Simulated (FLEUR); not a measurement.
# Nickel: orders along a scan of the volume

How does the volume change the magnetic state of Nickel?

Program: FLEUR MaX-R8.1. Level of theory: LDA (VWN); all-electron FLAPW, Dirac cores, scalar-relativistic bands. Results are calculated unless marked as measured.

## (1) Starting point

Symmetry: Fm-3m, No. 225, cubic system. Conventional cell: a = 3.524 Å, b = 3.524 Å, c = 3.524 Å, α = 90.00°, β = 90.00°, γ = 90.00°. Nearest to Ni lie 12 Ni at 2.49 Å.

Structure file:

```xyz
1
Lattice="0.0000 1.7619 1.7619 1.7619 0.0000 1.7619 1.7619 1.7619 0.0000" Properties=species:S:1:pos:R:3 pbc="T T T"
Ni    0.0000    0.0000    0.0000
```

## (2) Factor 1, start ferro +

The scan starts at the cell as given.

All lengths change alike; the factor is that of the volume. Atoms keep their fractional places. Spheres, Kmax and the mesh are the same at all points, the spheres being those of the tightest cell. inpgen writes inp.xml from crystal.txt; cutoffs, mixing, functional, smearing and local orbitals are then set in the file. The k list default-1 (kpts.xml, not shown) is a Γ-centred 14×14×14 mesh; where the ranks do not divide the number of points, some are split in two of half the weight.

File inp.xml:

```
<?xml version="1.0" encoding="UTF-8" standalone="no"?>
<fleurInput fleurInputVersion="0.39">
   <comment>
      Ni
   </comment>
   <calculationSetup>
      <cutoffs Kmax="3.73" Gmax="11.2" GmaxXC="11.2" numbands="0"/>
      <scfLoop itmax="110" minDistance="0.00002" maxIterBroyd="15" imix="Anderson" alpha="0.05" precondParam="0.0" spinf="2.0" sdNocoIR="T"/>
      <coreElectrons ctail="T" frcor="F" kcrel="0" coretail_lmax="0"/>
      <xcFunctional name="vwn" relativisticCorrections="F"/>
      <magnetism jspins="2"/>
      <soc l_soc="F" theta="0.0" phi="0.0" spav="F"/>
      <expertModes spex="0" secvar="F"/>
      <geometryOptimization l_f="F" forcealpha="1.0" forcemix="BFGS" epsdisp="0.00001" epsforce="0.00001"/>
      <ldaU l_linMix="F" mixParam="0.05" spinf="1.0"/>
   </calculationSetup>
   <cell>
      <bzIntegration valenceElectrons="18.0" mode="hist" fermiSmearingEnergy="0.00183747">
         <kPointListSelection listName="default-1"/>
         <xi:include xmlns:xi="http://www.w3.org/2001/XInclude" href="kpts.xml"> </xi:include>
      </bzIntegration>
      <xi:include xmlns:xi="http://www.w3.org/2001/XInclude" href="sym.xml"> </xi:include>
      <bulkLattice scale="1.0">
         <bravaisMatrix>
            <row-1>    0.0000000000000000     3.3295745993471009     3.3295745993471009</row-1>
            <row-2>    3.3295745993471009     0.0000000000000000     3.3295745993471009</row-2>
            <row-3>    3.3295745993471009     3.3295745993471009     0.0000000000000000</row-3>
         </bravaisMatrix>
      </bulkLattice>
   </cell>
   <atomSpecies>
      <species name="Nickel (Ni1.000" element="Ni" atomicNumber="28">
         <mtSphere radius="2.2" gridPoints="727" logIncrement="0.017"/>
         <atomicCutoffs lmax="8" lnonsphr="6"/>
         <electronConfig flipSpins="F">
            <coreConfig>(1s1/2) (2s1/2) (2p1/2) (2p3/2)</coreConfig>
            <valenceConfig>(3s1/2) (3p1/2) (3p3/2) (4s1/2) (3d3/2) (3d5/2)</valenceConfig>
            <stateOccupation state="(3d3/2)" spinUp="1.6" spinDown="1.6"/>
            <stateOccupation state="(3d5/2)" spinUp="2.9" spinDown="1.9"/>
         </electronConfig>
         <energyParameters s="4" p="4" d="3" f="4"/>
         <lo type="SCLO" l="0" n="3" eDeriv="0"/>
         <lo type="SCLO" l="1" n="3" eDeriv="0"/>
      </species>
   </atomSpecies>
   <atomGroups>
      <atomGroup species="Nickel (Ni1.000">
         <relPos label="                   1">.0000000000 .0000000000 .0000000000</relPos>
         <force calculate="T" relaxXYZ="TTT"/>
      </atomGroup>
   </atomGroups>
   <output dos="F" band="F" slice="F">
      <bandDOS minEnergy="-.5*Htr" maxEnergy="0.5*Htr" sigma="0.015" storeEVData="T"/>
      <plotting iplot="0" polar="F">
         <plot TwoD="T" vec1="  1.0  0.0  0.0" vec2="  0.0  1.0  0.0" vec3="  0.0  0.0  1.0" zero="  0.0  0.0  0.0" file="plot"/>
      </plotting>
      <moessbauerParams electricFieldGradient="F" isomerShift="F" coreHyperfine="F" valenceHyperfine="F"/>
   </output>
</fleurInput>
```

File crystal.txt:

```
Ni
&input film=F cartesian=F /
0.00000000000  1.76193500000  1.76193500000
1.76193500000  0.00000000000  1.76193500000
1.76193500000  1.76193500000  0.00000000000
1.8897261246
1.0 1.0 1.0

1
28 0.00000000000  0.00000000000  0.00000000000 : 1.000

&kpt div1=14 div2=14 div3=14 gamma=T /
```

Launch:

```sh
$ OMP_NUM_THREADS=1 inpgen -f crystal.txt > inpgen.log  # inp.xml is then edited as shown
$ OMP_NUM_THREADS=1 mpirun -n 4 fleur_MPI > fleur.log
```

The program printed:

```text
Welcome to FLEUR        (www.flapw.de)
      MaX-Release 8.1          (www.max-centre.eu)

 ========== k-point set info ==========
 Selected k-point list: default-1
 k-point list type: mesh
 14 x 14 x 14
 Number of k points: 104

 ------------Calculation Setup---------------------------
 Number of MPI-tasks      :            4
 Number of PE/node        :            4
 Number of OMP-threads    :            1
 k-points in parallel     :            4
 pe's per k-point         :            1
 No of k-point loops      :           26
 Eigenvalue solver        :       lapack
 Number of basis functions:           76
 Approximate size of matrices (H+S) per k-point:         0.000 GB
 --------------------------------------------------------
 Iteration:     1   Distance:       8.77624480 me/bohr^3
 Iteration:     2   Distance:       8.42132317 me/bohr^3
 Iteration:     3   Distance:       3.00450080 me/bohr^3
 Iteration:     4   Distance:       2.73528095 me/bohr^3
 Iteration:     5   Distance:       2.96589762 me/bohr^3
 Iteration:     6   Distance:       1.86727443 me/bohr^3
 Iteration:     7   Distance:       1.82785380 me/bohr^3
 Iteration:     8   Distance:       0.70551168 me/bohr^3
 Iteration:     9   Distance:       0.25282873 me/bohr^3
 Iteration:    10   Distance:       0.04332950 me/bohr^3
 Iteration:    11   Distance:       0.00532142 me/bohr^3
 Iteration:    12   Distance:       0.00416928 me/bohr^3
 Iteration:    13   Distance:       0.00298474 me/bohr^3
 Iteration:    14   Distance:       0.00040624 me/bohr^3
 Iteration:    15   Distance:       0.00022901 me/bohr^3
 Iteration:    16   Distance:       0.00022171 me/bohr^3
 Iteration:    17   Distance:       0.00011496 me/bohr^3
 Iteration:    18   Distance:       0.00001242 me/bohr^3

 ********************************************************************
 Run finished successfully
 Stop message:
   all done
 ********************************************************************

--- out.xml (last complete iteration) ---
<iteration numberForCurrentRun="   18" overallNumber="   18">
         [... left out ...]
         <bandgap value="0.0051735987" units="eV"/>
         <sumValenceSingleParticleEnergies value="-16.6523478722" units="Htr"/>
         <FermiEnergy value="0.3132140064" units="Htr"/>
         <valenceDensity>
            <mtCharges spin="1">
               <mtCharge atomType="1" total="8.7404426" s="1.1920692" p="3.1608867" d="4.3743177" f="0.0102161"/>
            </mtCharges>
            <mtCharges spin="2">
               <mtCharge atomType="1" total="8.1459067" s="1.1962242" p="3.1749814" d="3.7611318" f="0.0106814"/>
            </mtCharges>
            <spinDependentCharge spin="1" total="9.2835896" interstitial="0.5431471" mtSpheres="8.7404426"/>
            <spinDependentCharge spin="2" total="8.7164104" interstitial="0.5705037" mtSpheres="8.1459067"/>
            <totalCharge value="18.0000000000"/>
         </valenceDensity>
         [... left out ...]
         <magneticMomentsInMTSpheres units="muBohr">
            <globalMagMoment atomType="1" vec="0.00000   0.00000   0.59454"/>
            <localMagMoment atomType="1" vec="0.00000   0.00000   0.59454"/>
         </magneticMomentsInMTSpheres>
         [... left out ...]
         <totalEnergy value="    -1518.4051738456" units="Htr">
            <sumOfEigenvalues value="     -870.8451527691">
               <coreElectrons value="-854.1928048969"/>
               <valenceElectrons value="-16.6523478722"/>
            </sumOfEigenvalues>
            <densityCoulombPotentialIntegral value="-2331.7636188326"/>
            <densityEffectivePotentialIntegral value="-2412.6716508790"/>
            <chargeDenXCDenIntegral value="-61.1139728798"/>
            <FockExchangeEnergyValence value="0.0000000000"/>
            <FockExchangeEnergyCore value="0.0000000000"/>
         [... left out ...]
            <tkbTimesEntropy value="0.0006008199"/>
            <freeEnergy value="-1518.4057746655"/>
            <extrapolationTo0K value="-1518.4054742556"/>
         </totalEnergy>
         <densityConvergence units="me/bohr^3">
            <chargeDensity spin="1" distance="0.0000080620"/>
            <chargeDensity spin="2" distance="0.0000065699"/>
            <overallChargeDensity distance="0.0000078714"/>
            <spinDensity distance="0.0000124242"/>
         </densityConvergence>
      </iteration>
```

Wall time 5.5 s (4 MPI ranks of Intel Xeon Platinum 8375C at 2.90GHz (Ice Lake), shared host); peak memory 0.18 GiB.

Read from the output:

```
free energy                                                       : -41317.9260 eV
program's band gap on this mesh (in a metal only a level spacing) : 0.005174 eV
magnetization                                                     : 0.5672 μB
final state                                                       : ferromagnetic
largest moment                                                    : 0.5945 μB
```

After 18 cycles the largest moment stands at 0.595 μB.

## (3) Factor 1, start antiferro q=(0,1/2,1/2) +-

The k list default-1 (kpts.xml, not shown) is a Γ-centred 14×7×14 mesh.

inp.xml, as its differences from that of step 2:

```diff
@@ -17,3 +17,3 @@
    <cell>
-      <bzIntegration valenceElectrons="18.0" mode="hist" fermiSmearingEnergy="0.00183747">
+      <bzIntegration valenceElectrons="36.0" mode="hist" fermiSmearingEnergy="0.00183747">
          <kPointListSelection listName="default-1"/>
@@ -25,4 +25,4 @@
             <row-1>    0.0000000000000000     3.3295745993471009     3.3295745993471009</row-1>
-            <row-2>    3.3295745993471009     0.0000000000000000     3.3295745993471009</row-2>
-            <row-3>    3.3295745993471009     3.3295745993471009     0.0000000000000000</row-3>
+            <row-2>    6.6591491986942017     0.0000000000000000     6.6591491986942017</row-2>
+            <row-3>    6.6591491986942017     3.3295745993471009     3.3295745993471009</row-3>
          </bravaisMatrix>
@@ -44,2 +44,15 @@
       </species>
+      <species name="Nickel (Ni-1.000" element="Ni" atomicNumber="28">
+         <mtSphere radius="2.2" gridPoints="727" logIncrement="0.017"/>
+         <atomicCutoffs lmax="8" lnonsphr="6"/>
+         <electronConfig flipSpins="F">
+            <coreConfig>(1s1/2) (2s1/2) (2p1/2) (2p3/2)</coreConfig>
+            <valenceConfig>(3s1/2) (3p1/2) (3p3/2) (4s1/2) (3d3/2) (3d5/2)</valenceConfig>
+            <stateOccupation state="(3d3/2)" spinUp="1.6" spinDown="1.6"/>
+            <stateOccupation state="(3d5/2)" spinUp="1.9" spinDown="2.9"/>
+         </electronConfig>
+         <energyParameters s="4" p="4" d="3" f="4"/>
+         <lo type="SCLO" l="0" n="3" eDeriv="0"/>
+         <lo type="SCLO" l="1" n="3" eDeriv="0"/>
+      </species>
    </atomSpecies>
@@ -48,2 +61,6 @@
          <relPos label="                   1">.0000000000 .0000000000 .0000000000</relPos>
+         <force calculate="T" relaxXYZ="TTT"/>
+      </atomGroup>
+      <atomGroup species="Nickel (Ni-1.000">
+         <relPos label="                   2">.0000000000 1.000/2.000 .0000000000</relPos>
          <force calculate="T" relaxXYZ="TTT"/>
```

File crystal.txt:

```
Ni
&input film=F cartesian=F /
0.00000000000  1.76193500000  1.76193500000
3.52387000000  0.00000000000  3.52387000000
3.52387000000  1.76193500000  1.76193500000
1.8897261246
1.0 1.0 1.0

2
28 0.00000000000  0.00000000000  0.00000000000 : 1.000
28 0.00000000000  0.50000000000  0.00000000000 : -1.000

&kpt div1=14 div2=7 div3=14 gamma=T /
```

The program printed:

```text
[banner, memory and clock lines left out]
Welcome to FLEUR        (www.flapw.de)
      MaX-Release 8.1          (www.max-centre.eu)

 ========== k-point set info ==========
 Selected k-point list: default-1
 k-point list type: mesh
 14 x 7 x 14
 Number of k points: 372

 [... set-up left out ...]
 Iteration:     1   Distance:      19.90212134 me/bohr^3
 Iteration:     2   Distance:      19.29482364 me/bohr^3
 Iteration:     3   Distance:       6.55772532 me/bohr^3
 Iteration:     4   Distance:       4.76352837 me/bohr^3
 Iteration:     5   Distance:       4.22199872 me/bohr^3
 Iteration:     6   Distance:       2.34337288 me/bohr^3
 Iteration:     7   Distance:       2.10743790 me/bohr^3
 Iteration:     8   Distance:       2.19188239 me/bohr^3
[... lines left out ...]
[... 19 iterations left out ...]
[... lines left out ...]
 Iteration:    34   Distance:       0.00081348 me/bohr^3
 Iteration:    35   Distance:       0.00055479 me/bohr^3
 Iteration:    36   Distance:       0.00019250 me/bohr^3
 Iteration:    37   Distance:       0.00016187 me/bohr^3
 Iteration:    38   Distance:       0.00008151 me/bohr^3
 Iteration:    39   Distance:       0.00001529 me/bohr^3

 ********************************************************************
 Run finished successfully
 Stop message:
   all done
 ********************************************************************

--- out.xml (last complete iteration) ---
<iteration numberForCurrentRun="   39" overallNumber="   39">
         [... left out ...]
         <bandgap value="0.0000000060" units="eV"/>
         <sumValenceSingleParticleEnergies value="-33.2887747622" units="Htr"/>
         <FermiEnergy value="0.3065616034" units="Htr"/>
         [... left out ...]
         <magneticMomentsInMTSpheres units="muBohr">
            <globalMagMoment atomType="1" vec="0.00000   0.00000   0.00000"/>
            <globalMagMoment atomType="2" vec="0.00000   0.00000   0.00000"/>
         </magneticMomentsInMTSpheres>
         [... left out ...]
         <totalEnergy value="    -3036.8063316876" units="Htr">
            <sumOfEigenvalues value="    -1741.6735112320">
               <coreElectrons value="-1708.3847364698"/>
               <valenceElectrons value="-33.2887747622"/>
            </sumOfEigenvalues>
         [... left out ...]
            <freeEnergy value="-3036.8086356403"/>
            <extrapolationTo0K value="-3036.8074836639"/>
         </totalEnergy>
         <densityConvergence units="me/bohr^3">
            <chargeDensity spin="1" distance="0.0000067397"/>
            <chargeDensity spin="2" distance="0.0000098077"/>
            <overallChargeDensity distance="0.0000152949"/>
            <spinDensity distance="0.0000070212"/>
         </densityConvergence>
      </iteration>
```

Elapsed: 100 s, on 4 MPI ranks; peak memory 0.27 GiB; 6.6 min of CPU time.

Numbers from this step:

```
free energy                                                       : -82635.7727 eV
program's band gap on this mesh (in a metal only a level spacing) : 6.00e-9 eV
final state                                                       : non-magnetic
```

After 39 cycles the seed has died away: no moment is left.

## (4) Factor 1, start no spin polarisation

The k list default-1 (kpts.xml, not shown) is a Γ-centred 14×14×14 mesh.

File inp.xml:

```
<?xml version="1.0" encoding="UTF-8" standalone="no"?>
<fleurInput fleurInputVersion="0.39">
   <comment>
      Ni
   </comment>
   <calculationSetup>
      <cutoffs Kmax="3.73" Gmax="11.2" GmaxXC="11.2" numbands="0"/>
      <scfLoop itmax="110" minDistance="0.00002" maxIterBroyd="15" imix="Anderson" alpha="0.05" precondParam="0.0" spinf="2.0" sdNocoIR="T"/>
      <coreElectrons ctail="T" frcor="F" kcrel="0" coretail_lmax="0"/>
      <xcFunctional name="vwn" relativisticCorrections="F"/>
      <magnetism jspins="1"/>
      <soc l_soc="F" theta="0.0" phi="0.0" spav="F"/>
      <expertModes spex="0" secvar="F"/>
      <geometryOptimization l_f="F" forcealpha="1.0" forcemix="BFGS" epsdisp="0.00001" epsforce="0.00001"/>
      <ldaU l_linMix="F" mixParam="0.05" spinf="1.0"/>
   </calculationSetup>
   <cell>
      <bzIntegration valenceElectrons="18.0" mode="hist" fermiSmearingEnergy="0.00183747">
         <kPointListSelection listName="default-1"/>
         <xi:include xmlns:xi="http://www.w3.org/2001/XInclude" href="kpts.xml"> </xi:include>
      </bzIntegration>
      <xi:include xmlns:xi="http://www.w3.org/2001/XInclude" href="sym.xml"> </xi:include>
      <bulkLattice scale="1.0">
         <bravaisMatrix>
            <row-1>    0.0000000000000000     3.3295745993471009     3.3295745993471009</row-1>
            <row-2>    3.3295745993471009     0.0000000000000000     3.3295745993471009</row-2>
            <row-3>    3.3295745993471009     3.3295745993471009     0.0000000000000000</row-3>
         </bravaisMatrix>
      </bulkLattice>
   </cell>
   <atomSpecies>
      <species name="Nickel (Ni)" element="Ni" atomicNumber="28">
         <mtSphere radius="2.2" gridPoints="727" logIncrement="0.017"/>
         <atomicCutoffs lmax="8" lnonsphr="6"/>
         <electronConfig flipSpins="F">
            <coreConfig>(1s1/2) (2s1/2) (2p1/2) (2p3/2)</coreConfig>
            <valenceConfig>(3s1/2) (3p1/2) (3p3/2) (4s1/2) (3d3/2) (3d5/2)</valenceConfig>
            <stateOccupation state="(3d3/2)" spinUp="1.600000" spinDown="1.600000"/>
            <stateOccupation state="(3d5/2)" spinUp="2.400000" spinDown="2.400000"/>
         </electronConfig>
         <energyParameters s="4" p="4" d="3" f="4"/>
         <lo type="SCLO" l="0" n="3" eDeriv="0"/>
         <lo type="SCLO" l="1" n="3" eDeriv="0"/>
      </species>
   </atomSpecies>
   <atomGroups>
      <atomGroup species="Nickel (Ni)">
         <relPos label="                   1">.0000000000 .0000000000 .0000000000</relPos>
         <force calculate="T" relaxXYZ="TTT"/>
      </atomGroup>
   </atomGroups>
   <output dos="F" band="F" slice="F">
      <bandDOS minEnergy="-.5*Htr" maxEnergy="0.5*Htr" sigma="0.015" storeEVData="T"/>
      <plotting iplot="0" polar="F">
         <plot TwoD="T" vec1="  1.0  0.0  0.0" vec2="  0.0  1.0  0.0" vec3="  0.0  0.0  1.0" zero="  0.0  0.0  0.0" file="plot"/>
      </plotting>
      <moessbauerParams electricFieldGradient="F" isomerShift="F" coreHyperfine="F" valenceHyperfine="F"/>
   </output>
</fleurInput>
```

File crystal.txt:

```
Ni
&input film=F cartesian=F /
0.00000000000  1.76193500000  1.76193500000
1.76193500000  0.00000000000  1.76193500000
1.76193500000  1.76193500000  0.00000000000
1.8897261246
1.0 1.0 1.0

1
28 0.00000000000  0.00000000000  0.00000000000

&kpt div1=14 div2=14 div3=14 gamma=T /
```

The program printed:

```text
[banner, memory and clock lines left out]
Welcome to FLEUR        (www.flapw.de)
      MaX-Release 8.1          (www.max-centre.eu)

 ========== k-point set info ==========
 Selected k-point list: default-1
 k-point list type: mesh
 14 x 14 x 14
 Number of k points: 104

 [... set-up left out ...]
 Iteration:     1   Distance:       9.82038393 me/bohr^3
 Iteration:     2   Distance:       9.25475237 me/bohr^3
 Iteration:     3   Distance:       5.62415806 me/bohr^3
 Iteration:     4   Distance:       0.77880673 me/bohr^3
 Iteration:     5   Distance:       1.01806241 me/bohr^3
[...]
<FermiEnergy value="0.3065614730" units="Htr"/>
         [... left out ...]
         <totalEnergy value="    -1518.4031660159" units="Htr">
            <sumOfEigenvalues value="     -870.8367564646">
               <coreElectrons value="-854.1923685446"/>
               <valenceElectrons value="-16.6443879200"/>
            </sumOfEigenvalues>
         [... left out ...]
            <freeEnergy value="-1518.4043177996"/>
            <extrapolationTo0K value="-1518.4037419077"/>
         </totalEnergy>
         <densityConvergence units="me/bohr^3">
            <chargeDensity spin="1" distance="0.0000009378"/>
         </densityConvergence>
      </iteration>
```

Wall time 2.5 s (4 MPI ranks); peak memory 0.17 GiB; 9.2 s of CPU time.

Numbers from this step:

| Item | Value |
| --- | --- |
| free energy | -41317.8864 eV |
| program's band gap on this mesh (in a metal only a level spacing) | 0.003942 eV |
| final state | non-magnetic (no spin polarisation) |

[end of part 1 of 2]

[Logs and program files are shortened in this print: banners, set-up blocks, solver, clock and traceback lines can be left out without a mark of their own.]

[Logs are printed without paths, hosts, clocks, repeated set-up lines and the standing remarks that a program may print on its own settings, such as how far it seeks lower states.]

[Hosts, paths, dates, database ids (printed as entryN), source tags and the programs' standing remarks are cut or masked in the printed files.]

[Where a cell is said to come from a database of computed structures, the database is the Materials Project.]
